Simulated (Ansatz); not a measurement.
**SiMo3 (Pm-3n): Drude plasma energy against volume**

The cell of SiMo3 (Pm-3n) is scaled evenly and the response computed anew at each volume, on one mesh. The atoms keep their fractional positions.

The structure is cubic, space group Pm-3n (No. 223). The conventional cell has a = 4.889 Å, b = 4.889 Å, c = 4.889 Å, α = 90.00°, β = 90.00°, γ = 90.00°. Mo on site c is surrounded by 2 Mo at 2.44 Å and 4 Si at 2.73 Å. Si on site a is surrounded by 12 Mo at 2.73 Å.

Method: Ansatz 0.2.0, PBE, independent particles, k-mesh 6×6×6 with interpolation inside its cells, Gaussian parameter 0.1 eV.

Launch of the response step: `ansatz run input.yaml --threads 4 --pin off --max-ram 8192MiB --backend cpu --events-out ev --progress --plain --runs-dir out`. The series took 15.7 min in all, on 4 threads of Intel(R) Xeon(R) Processor @ 2.50GHz (Skylake/Cascade Lake), on a shared host.

| V/V₀ | V (Å³, primitive cell) | Drude plasma energy (eV) |
| --- | --- | --- |
| 0.94 | 109.85 | ? |
| 0.96 | 112.18 | 5.880 |
| 0.98 | 114.52 | 5.791 |
| 1.00 | 116.86 | 5.700 |
| 1.02 | 119.20 | 5.607 |
| 1.04 | 121.53 | 5.515 |
| 1.06 | 123.87 | 5.432 |

For small changes the quantity should be close to linear in ln V.

Working, on the rows shown:

| x = ln(V/V₀) | y = Drude plasma energy |
| --- | --- |
| -0.040822 | 5.88 |
| -0.0202027 | 5.791 |
| 0 | 5.7 |
| 0.0198026 | 5.607 |
| 0.0392207 | 5.515 |
| 0.0582689 | 5.432 |

Means: x̄ = 0.0093779, ȳ = 5.6542. Σ(x − x̄)(y − ȳ) = -0.03132, Σ(x − x̄)² = 0.006873. Slope = -0.03132 / 0.006873 = -4.557; intercept = ȳ − slope · x̄ = 5.6969. The line misses the rows shown by at most 0.0032 eV.

Q: Fill in the last column of the withheld row.

A: At x = -0.061875 the line gives y = 5.9789 eV. The run gave 5.978 eV, so the extrapolation is off by 0.0009 eV, 0.2 % of the range in the table.

Between the rows on either side of x = 0 the slope is (5.607 − 5.791) / (0.019803 − (-0.020203)) = -4.599. So d ln ωp/d ln V = -0.81; free electrons would give −0.50. The values come from a sum over the points of one k-mesh and carry its error, which is largest for Fermi-surface quantities. Spin-orbit coupling is left out.
